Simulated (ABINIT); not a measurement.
# CdF2 (Fm-3m): G0W0 with ABINIT, start to end, part 2 of 2

How does a plane-wave GW calculation on CdF2 (Fm-3m) run from the first input to the gap?

ABINIT 10.8.3; PBE and many-body steps on it, plane waves. Known limits of the many-body steps: short of the basis limit; screening head approximate; d shell near the gap, gap tends to lie low; coarse k mesh.

So far. Step 2 (Ground state): The gap is indirect, with the least direct gap 0.40 eV higher. Step 3 (Bands along the symmetry lines): The gap is 3.120 eV, −0.019 eV from the run before at this level.

### 4. Empty states on the mesh, 4×4×4 mesh, 114 bands

Level of this step: DFT, PBE with spin-orbit coupling, plane waves, norm-conserving pseudopotentials (ABINIT).

The sums over transitions need many empty states on a uniform mesh; this step solves for them.

File run.abi:

```
acell 3*1.0 Angstrom
rprim 
  0.000000000000 2.694000000000 2.694000000000
  2.694000000000 -0.000000000000 2.694000000000
  2.694000000000 2.694000000000 -0.000000000000
ntypat 2
znucl 48 9
natom 3
typat 1 2 2
xred 
  0.000000000000 0.000000000000 0.000000000000
  0.250000000000 0.250000000000 0.250000000000
  0.750000000000 0.750000000000 0.750000000000
pp_dirpath "pseudos"
pseudos "Cd.upf, F.upf"
ecut 47
nspinor 2
ngkpt 4 4 4
nshiftk 1
shiftk 0 0 0
kptopt 1
chksymbreak 0
iscf -2
irdden 1
istwfk *1
nband 114
nbdbuf 10
tolwfr 1e-09
nstep 60
prtvol 0
indata_prefix "in"
outdata_prefix "out"
tmpdata_prefix "tmp"
```

The run is started by

```console
> OMP_NUM_THREADS=1 mpirun -n 8 abinit run.abi > log
```

Output:

```text
.Version 10.8.3 of ABINIT. v10.8.2 released Aug 2026.

 Symmetries : space group Fm -3 m (#225); Bravais cF (face-center cubic)
[... echo of the input left out ...]
== DATASET  1 ==================================================================
-   mpi_nproc: 8, omp_nthreads: 1 (-1 if OMP is not activated)

--- !DatasetInfo
iteration_state: {dtset: 1, }
dimensions: {natom: 3, nkpt: 8, mband: 114, nsppol: 1, nspinor: 2, nspden: 1, mpw: 4092, }
cutoff_energies: {ecut:  47.0, pawecutdg:  -1.0, }
electrons: {nelect:   3.40000000E+01, charge:   0.00000000E+00, occopt:   1.00000000E+00, tsmear:   1.00000000E-02, }

 Real(R)+Recip(G) space primitive vectors, cartesian coordinates (Bohr,Bohr^-1):
 R(1)=  0.0000000  5.0909222  5.0909222  G(1)= -0.0982140  0.0982140  0.0982140
 R(2)=  5.0909222  0.0000000  5.0909222  G(2)=  0.0982140 -0.0982140  0.0982140
 R(3)=  5.0909222  5.0909222  0.0000000  G(3)=  0.0982140  0.0982140 -0.0982140
 Unit cell volume ucvol=  2.6388784E+02 bohr^3
 Angles (23,13,12)=  6.00000000E+01  6.00000000E+01  6.00000000E+01 degrees

 getcut: wavevector=  0.0000  0.0000  0.0000  ngfft=  48  48  48
         ecut(hartree)=     47.000   => boxcut(ratio)=   2.16031

--- Pseudopotential description ------------------------------------------------
- Cd Generated using ONCVPSP code by D. R. Hamann
- 48.00000  20.00000  180423                  znucl, zion, pspdat
12 -101130 2 -1 1368                          pspcod,pspxc,lmax,lloc,mmax
     nproj     2     4     4     0
     spin-orbit psp
        nprojso     4     4     0
  pspatm : epsatm=   23.18602207
         --- l  ekb(1:nproj) -->
             0    3.484518   49.532866
             1    9.657145    1.519289    0.012856    0.000063
             2    1.541456   -0.655918    0.017961   -0.000027
  spin-orbit 1   -3.801853    0.411142    0.019680   -0.001553
  spin-orbit 2   -1.207204    0.051413    0.008713   -0.000403
 pspatm: atomic psp has been read  and splines computed

- F Generated using ONCVPSP code by D. R. Hamann
-  9.00000   7.00000  180423                  znucl, zion, pspdat
12 -101130 2 -1 832                           pspcod,pspxc,lmax,lloc,mmax
     nproj     2     2     2     0
     spin-orbit psp
        nprojso     3     2     0
  pspatm : epsatm=    4.87862678
         --- l  ekb(1:nproj) -->
             0    1.070104    6.519527
             1   -3.955496   -1.291891
[...]
spin-orbit 1    0.008185    0.003003   -0.000071
  spin-orbit 2   -0.008568    0.000210
 pspatm: atomic psp has been read  and splines computed

--------------------------------------------------------------------------------

================================================================================
 prteigrs : about to open file out_EIG
 Non-SCF case, kpt    1 (  0.00000  0.00000  0.00000), residuals and eigenvalues=
  5.75E-10  5.21E-10  3.60E-10  7.23E-10  4.25E-10  5.94E-10  5.99E-10  7.42E-10
  5.24E-10  9.34E-10  6.45E-10  8.34E-10  1.72E-10  2.23E-10  2.12E-10  4.91E-10
  1.43E-10  4.33E-10  1.54E-10  2.22E-10  1.81E-10  2.33E-10  9.85E-11  1.87E-10
[...]
2.76E-06  3.11E-07
 -3.4996E+00 -3.4996E+00 -2.2184E+00 -2.2184E+00 -2.0050E+00 -2.0050E+00
 -2.0050E+00 -2.0050E+00 -6.4656E-01 -6.4656E-01 -6.0611E-01 -6.0611E-01
 -9.5283E-02 -9.5283E-02 -9.5283E-02 -9.5283E-02 -8.3945E-02 -8.3945E-02
[...]
2.0108E+00  2.0108E+00  2.0275E+00  2.0275E+00  2.0275E+00  2.0275E+00
  2.0275E+00  2.0275E+00  2.1180E+00  2.1180E+00  2.1182E+00  2.1183E+00
 prteigrs : prtvol=0 or 1, do not print more k-points.

--- !ResultsGS
iteration_state: {dtset: 1, }
comment   : Summary of ground state results
lattice_vectors:
- [  0.0000000,   5.0909222,   5.0909222, ]
- [  5.0909222,  -0.0000000,   5.0909222, ]
- [  5.0909222,   5.0909222,  -0.0000000, ]
lattice_lengths: [   7.19965,    7.19965,    7.19965, ]
lattice_angles: [ 60.000,  60.000,  60.000, ] # degrees, (23, 13, 12)
lattice_volume:   2.6388784E+02
convergence: {deltae:  0.000E+00, res2:  0.000E+00, residm:  9.937E-10, diffor:  0.000E+00, }
etotal    :  -2.24683647E+02
entropy   :   0.00000000E+00
fermie    :   1.14842531E-01
cartesian_stress_tensor: null
pressure_GPa: null
xred      :
- [  0.0000E+00,   0.0000E+00,   0.0000E+00, Cd]
- [  2.5000E-01,   2.5000E-01,   2.5000E-01,  F]
- [  7.5000E-01,   7.5000E-01,   7.5000E-01,  F]
cartesian_forces: null
force_length_stats: {min: null, max: null, mean: null, }

 Integrated electronic density in atomic spheres:
 ------------------------------------------------
 Atom  Sphere_radius  Integrated_density
[...]
================================================================================

 ----iterations are completed or convergence reached----

 Mean square residual over all n,k,spin=   36.570E-11; max=  99.374E-11
 reduced coordinates (array xred) for    3 atoms
[...]
0.250000      0.250000      0.250000
       0.750000      0.750000      0.750000

 cartesian coordinates (angstrom) at end:
    1      0.000000     0.000000     0.000000
    2      1.347000     1.347000     1.347000
    3      4.041000     4.041000     4.041000
 length scales=  1.889726  1.889726  1.889726 bohr
              =  1.000000  1.000000  1.000000 angstroms
 prteigrs : about to open file out_EIG
 Eigenvalues (hartree) for nkpt=   8  k points:
 kpt#   1, nband=114, wtk=  0.01563, kpt=  0.0000  0.0000  0.0000 (reduced coord)
[...]
2.00734    2.00734    2.01079    2.01079    2.01079    2.01079    2.01079    2.01079
   2.02746    2.02746    2.02746    2.02746    2.02746    2.02746    2.11802    2.11803
   2.11818    2.11830
 prteigrs : prtvol=0 or 1, do not print more k-points.

== END DATASET(S) ==============================================================
================================================================================

 -outvars: echo values of variables after computation  --------
            nband         114
             nkpt           8
          spgroup         225
 [... the other variables as echoed above ...]

 Calculation completed.
```

The job ended after 98 s (8 MPI ranks of Arm Neoverse N1, shared host; peak memory 0.73 GiB).

Numbers from this step:

```
gap                                                           : 3.120 eV
k of the valence top                                          : -0.25, 0.5, 0.25
k of the conduction bottom                                    : 0, 0, 0
least direct gap                                              : 3.534 eV
k points computed                                             : 8
lowest point of the top converged band, above the valence top : 50.4992 eV
```

On this mesh the gap is 3.120 eV.

### 5. Screening, 4×4×4 mesh, 104 bands, screening to 119.7 eV

The RPA dielectric matrix is built and inverted for each q.

This step: RPA screening on PBE with spin-orbit coupling, plane waves, norm-conserving pseudopotentials.

Edit run.abi of step 4 so:

```diff
@@ -22,10 +22,11 @@
 chksymbreak 0
-iscf -2
-irdden 1
 istwfk *1
-nband 114
-nbdbuf 10
-tolwfr 1e-09
-nstep 60
-prtvol 0
+occopt 1
+irdwfk 1
+optdriver 3
+nband 104
+ecuteps 4.4
+inclvkb 0
+awtr 1
+symchi 1
 indata_prefix "in"
```

Output:

```text
.Version 10.8.3 of ABINIT. v10.8.2 released Aug 2026.

 Symmetries : space group Fm -3 m (#225); Bravais cF (face-center cubic)
[... echo of the input left out ...]
== DATASET  1 ==================================================================
-   mpi_nproc: 8, omp_nthreads: 1 (-1 if OMP is not activated)

--- !DatasetInfo
iteration_state: {dtset: 1, }
dimensions: {natom: 3, nkpt: 8, mband: 104, nsppol: 1, nspinor: 2, nspden: 1, mpw: 4092, }
cutoff_energies: {ecut:  47.0, pawecutdg:  -1.0, }
electrons: {nelect:   3.40000000E+01, charge:   0.00000000E+00, occopt:   1.00000000E+00, tsmear:   1.00000000E-02, }

 SCREENING: Calculation of the susceptibility and dielectric matrices

 Based on a program developped by R.W. Godby, V. Olevano, G. Onida, and L. Reining.
 Incorporated in ABINIT by V. Olevano, G.-M. Rignanese, and M. Torrent.
.Using double precision arithmetic ; gwpc =  8

[... cell and pseudopotentials left out ...]
--------------------------------------------------------------------------------

 ==== K-mesh for the wavefunctions ====
 Number of points in the irreducible wedge :     8
[... list of points left out ...]
 Together with 48 symmetry operations and time-reversal symmetry
 yields    64 points in the full Brillouin Zone.

 ==== Q-mesh for the screening function ====
 Number of points in the irreducible wedge :     8
[... list of points left out ...]
 Together with 48 symmetry operations and time-reversal symmetry
 yields    64 points in the full Brillouin Zone.

 setmesh: FFT mesh size selected  =    30x   30x   30
          total number of points  =        27000

 vcoul_init : cutoff-mode = AUXILIARY_FUNCTION
 q-points for optical limit:   1
     1)      0.000010    0.000020    0.000030

- screening: taking advantage of time-reversal symmetry
- Maximum band index for partially occupied states nbvw = 34
- Remaining bands to be divided among processors   nbcw = 70
- Number of bands treated by each node ~8

 Number of electrons calculated from density =   34.0000; Expected =   34.0000
 average of density, n =  0.128843
 r_s =    1.2282
 omega_plasma =   34.6246 [eV]

 calculating chi0 at frequencies [eV] :
  1    0.000000E+00    0.000000E+00
  2    0.000000E+00    3.462465E+01

--------------------------------------------------------------------------------
  q-point number  1        q = ( 0.000000, 0.000000, 0.000000) [r.l.u.]
--------------------------------------------------------------------------------
[... chi0 elements left out ...]
 For q-point:  0.000010 0.000020 0.000030
  dielectric constant =   3.6043
  dielectric constant without local fields =   3.7305

  Average fulfillment of the sum rule on Im[epsilon] for q-point    1 :     32.06  [%]
[... wings left out ...]
  q-point number  2        q = ( 0.250000, 0.000000, 0.000000) [r.l.u.]
--------------------------------------------------------------------------------
[... chi0 elements left out ...]
  Average fulfillment of the sum rule on Im[epsilon] for q-point    2 :     49.40  [%]

 [... 6 further q-points ...]
```

Elapsed: 4.3 min, on 8 MPI ranks; peak memory 3.2 GiB; 34 min of CPU time.

This step gave:

```yaml
eps_infinity_with_local_fields_on_this_mesh: 3.604
eps_infinity_without_local_fields_on_this_mesh: 3.731
plasma_frequency: 34.62 eV
plane_waves_in_the_screening_matrix: 113
```

Local fields lower ε∞ by 3 %. On a Γ-centred mesh this coarse the value itself is usually too large, while a short band sum pulls it down.

### 6. Self-energy, 4×4×4 mesh, 104 bands, screening to 119.7 eV

The self-energy is evaluated for the states that the input lists, and the quasiparticle equation is solved.

This step: G0W0 on PBE with spin-orbit coupling, plane waves, norm-conserving pseudopotentials.

Edit run.abi of step 5 so:

```diff
@@ -25,8 +25,17 @@
 irdwfk 1
-optdriver 3
+optdriver 4
 nband 104
+gwcalctyp 0
+ecutsigx 47
+symsigma 0
+nkptgw 2
+kptgw 
+  -0.2500000000 0.5000000000 0.2500000000
+  0.0000000000 0.0000000000 0.0000000000
+bdgw 
+  31 38
+  29 38
 ecuteps 4.4
-inclvkb 0
-awtr 1
-symchi 1
+irdscr 1
+ppmodel 1
 indata_prefix "in"
```

Output:

```text
.Version 10.8.3 of ABINIT. v10.8.2 released Aug 2026.

 Symmetries : space group Fm -3 m (#225); Bravais cF (face-center cubic)
[... echo of the input left out ...]
== DATASET  1 ==================================================================
-   mpi_nproc: 8, omp_nthreads: 1 (-1 if OMP is not activated)

--- !DatasetInfo
iteration_state: {dtset: 1, }
dimensions: {natom: 3, nkpt: 8, mband: 104, nsppol: 1, nspinor: 2, nspden: 1, mpw: 4092, }
cutoff_energies: {ecut:  47.0, pawecutdg:  -1.0, }
electrons: {nelect:   3.40000000E+01, charge:   0.00000000E+00, occopt:   1.00000000E+00, tsmear:   1.00000000E-02, }

 SIGMA: Calculation of the GW corrections

 Based on a program developped by R.W. Godby, V. Olevano, G. Onida, and L. Reining.
 Incorporated in ABINIT by V. Olevano, G.-M. Rignanese, and M. Torrent.
.Using double precision arithmetic ; gwpc =  8

[... cell and pseudopotentials left out ...]
--------------------------------------------------------------------------------

 ==== K-mesh for the wavefunctions ====
 Number of points in the irreducible wedge :     8
[... list of points left out ...]
 Together with 48 symmetry operations and time-reversal symmetry
 yields    64 points in the full Brillouin Zone.

 ==== Q-mesh for screening function ====
 Number of points in the irreducible wedge :     8
[... list of points left out ...]
 Together with 48 symmetry operations and time-reversal symmetry
 yields    64 points in the full Brillouin Zone.

 vcoul_init : cutoff-mode = AUXILIARY_FUNCTION
 q-points for optical limit:   1
     1)      0.000010    0.000020    0.000030
 setmesh: FFT mesh size selected  =    45x   45x   45
          total number of points  =        91125

 Number of electrons calculated from density =   34.0000; Expected =   34.0000
 average of density, n =  0.128843
 r_s =    1.2282
 omega_plasma =   34.6246 [eV]

 === KS Band Gaps ===
  >>>> For spin  1
   Minimum direct gap =   3.5346 [eV], located at k-point      :   0.0000  0.0000  0.0000
   Fundamental gap    =   3.1205 [eV], Top of valence bands at :  -0.2500  0.5000  0.2500
                                       Bottom of conduction at :   0.0000  0.0000  0.0000
 SIGMA fundamental parameters:
 PLASMON POLE MODEL  1
 number of plane-waves for SigmaX                 4015
 number of plane-waves for SigmaC and W            113
 number of plane-waves for wavefunctions          4015
 number of bands                                   104
 number of independent spin polarizations            1
 number of spinorial components                      2
 number of k-points in IBZ                           8
 number of q-points in IBZ                           8
 number of symmetry operations                      48
 number of k-points in BZ                           64
 number of q-points in BZ                           64
 number of frequencies for dSigma/dE                 9
 frequency step for dSigma/dE [eV]                0.25
 number of omega for Sigma on real axis              0
 max omega for Sigma on real axis  [eV]           0.00
 zcut for avoiding poles [eV]                     0.10

 EPSILON^-1 parameters (SCR file):
 dimension of the eps^-1 matrix on file            113
 dimension of the eps^-1 matrix used               113
 number of plane-waves for wavefunctions          4015
 number of bands                                   104
 number of q-points in IBZ                           8
 number of frequencies                               2
 number of real frequencies                          1
 number of imag frequencies                          1

 matrix elements of self-energy operator (all in [eV])

 Perturbative Calculation

--- !SelfEnergy_ee
iteration_state: {dtset: 1, }
kpoint     : [  -0.250,    0.500,    0.250, ]
spin       : 1
KS_gap     :    8.100
QP_gap     :   11.377
Delta_QP_KS:    3.278
data: !SigmaeeData |
     Band     E0 <VxcDFT>   SigX SigC(E0)      Z dSigC/dE  Sig(E)    E-E0       E
       31   2.539 -23.136 -30.559   6.065   0.789  -0.267 -24.208  -1.072   1.467
       32   2.539 -23.136 -30.559   6.065   0.789  -0.267 -24.208  -1.072   1.467
       33   3.144 -24.400 -31.579   5.892   0.800  -0.251 -25.429  -1.029   2.115
       34   3.144 -24.400 -31.579   5.892   0.800  -0.251 -25.429  -1.029   2.115
       35  11.244 -16.753 -10.746  -3.354   0.848  -0.180 -14.504   2.249  13.493
       36  11.244 -16.753 -10.746  -3.354   0.848  -0.180 -14.504   2.249  13.493
       37  14.613 -12.045  -6.999  -3.496   0.865  -0.156 -10.703   1.342  15.955
       38  14.613 -12.045  -6.999  -3.496   0.865  -0.156 -10.703   1.342  15.955

--- !SelfEnergy_ee
iteration_state: {dtset: 1, }
kpoint     : [   0.000,    0.000,    0.000, ]
spin       : 1
KS_gap     :    3.535
QP_gap     :    5.883
Delta_QP_KS:    2.348
data: !SigmaeeData |
     Band     E0 <VxcDFT>   SigX SigC(E0)      Z dSigC/dE  Sig(E)    E-E0       E
       29   2.619 -24.912 -32.237   5.749   0.811  -0.234 -26.190  -1.277   1.342
       30   2.619 -24.912 -32.237   5.749   0.811  -0.234 -26.189  -1.277   1.343
[...]
34   2.730 -25.188 -32.509   5.731   0.813  -0.230 -26.481  -1.293   1.437
       35   6.264 -12.404  -7.940  -3.254   0.872  -0.147 -11.349   1.055   7.319
       36   6.264 -12.404  -7.940  -3.254   0.872  -0.147 -11.349   1.055   7.319
       37  15.473 -10.378  -4.774  -3.911   0.874  -0.144  -8.899   1.480  16.953
       38  15.473 -10.378  -4.774  -3.911   0.874  -0.144  -8.899   1.480  16.953

== END DATASET(S) ==============================================================
================================================================================

 -outvars: echo values of variables after computation  --------
           etotal      0.0000000000E+00
            nband         104
             nkpt           8
          spgroup         225
 [... the other variables as echoed above ...]

 Calculation completed.
```

Wall time 3.3 min (8 MPI ranks); peak memory 2.6 GiB.

Read from the output:

```
G0W0 gap on the mesh                         : 5.204 eV
starting gap on the mesh                     : 3.120 eV
k of the valence top                         : -0.25, 0.5, 0.25
k of the conduction bottom                   : 0, 0, 0
Z at the valence top                         : 0.8
Z at the conduction bottom                   : 0.872
least direct G0W0 gap on the computed points : 5.882 eV
```

The gap on the mesh goes from 3.12 eV to 5.20 eV, a correction of +2.08 eV.

Limits: finite bands, cutoff and mesh; screening head approximate; d shell near the gap, gap tends to lie low; coarse k mesh. v1 is the top filled band, c1 the lowest empty one. The levels before and after the correction (eV, zero at the valence-band top of each column):

```tsv
	conduction bottom	valence top
Kohn-Sham	3.12	0.00
G0W0	5.20	0.00
```

```tsv
	level	energy (eV)
Kohn-Sham	(-0.25 0.5 0.25) v3	-0.605
Kohn-Sham	(-0.25 0.5 0.25) v2-v1	0.000
Kohn-Sham	(-0.25 0.5 0.25) c1-c2	8.100
Kohn-Sham	(-0.25 0.5 0.25) c3	11.469
Kohn-Sham	Γ v3	-0.525
Kohn-Sham	Γ v2-v1	-0.414
Kohn-Sham	Γ c1-c2	3.120
Kohn-Sham	Γ c3	12.329
G0W0	(-0.25 0.5 0.25) v3	-0.648
G0W0	(-0.25 0.5 0.25) v2-v1	0.000
G0W0	(-0.25 0.5 0.25) c1-c2	11.378
G0W0	(-0.25 0.5 0.25) c3	13.840
G0W0	Γ v3	-0.773
G0W0	Γ v2-v1	-0.678
G0W0	Γ c1-c2	5.204
G0W0	Γ c3	14.838
```

### 7. Where the time went

Times are wall times on 8 MPI ranks of Arm Neoverse N1, shared host, good to a factor of about two.

```tsv
step	time	share	memory (GiB)
ground state	95 s	13 %	0.75
bands along the symmetry lines	88 s	12 %	0.71
empty states on the mesh	98 s	13 %	0.73
screening	4.3 min	35 %	3.2
self-energy	3.3 min	27 %	2.6
```

### 8. Summary of results

| Quantity | Value |
| --- | --- |
| PBE gap | 3.12 eV, indirect |
| G0W0 gap on the mesh | 5.20 eV |
| GW settings | 4×4×4 mesh, 104 bands, screening to 119.7 eV, Godby-Needs plasmon pole |
| known limits | short of the basis limit; screening head approximate; d shell near the gap, gap tends to lie low; coarse k mesh |

**Reading.** G0W0 moves the gap on the mesh from 3.12 eV to 5.20 eV (+2.08 eV), with Z of 0.80 and 0.87 at the edges. Local fields lower the RPA ε∞ on this mesh from 3.73 to 3.60; a Γ-centred mesh this coarse tends to raise both, most where the direct gap is narrow, while a short band sum lowers them. Bands and cutoff are finite, so the gap stands short of the basis limit, usually by up to a few tenths of an eV; the mesh is an error of its own. The 4×4×4 mesh is coarse for this cell, which bears on the long-range parts of exchange and screening. The long-wavelength limit of the screening leaves out the non-local commutator, which shifts ε∞. A d shell, filled or nearly so, lies near the gap. One-shot GW converges very slowly in bands there, not always from below, and on a semilocal start the gap tends to come out low; starts rich in exact exchange can overshoot instead.

[Long decimals in the printed logs are rounded to 6 places.]

[Logs are printed without paths, hosts, clocks, repeated set-up lines and the standing remarks that a program may print on its own settings, such as how far it seeks lower states.]

[Paths, hosts, dates, memory and timing lines, banners, echoed tables and standing remarks are left out of the program output; an Ansatz launch command may be rebuilt from the run's recorded settings. Measured values are a selection of at most five: reports struck by readers or far from the other reports are left out. None is set beside runs whose start may be inverted or whose files or cutoffs have a known fault.]

[Runs of the session that timed out or met a known fault of the program may be left out.]

[Hosts, paths, dates, database ids (printed as entryN), source tags and the programs' standing remarks are cut or masked in the printed files.]

[G0W0 gaps are taken among the corrected bands and points alone; a level outside them can change the order at an edge.]

[Where Ansatz stands beside ABINIT at settings called matched, ABINIT's density can come from a denser mesh and the files from another edition; pairs whose starting gaps differed by over 0.03 eV were left out, so agreement reads better than it is.]
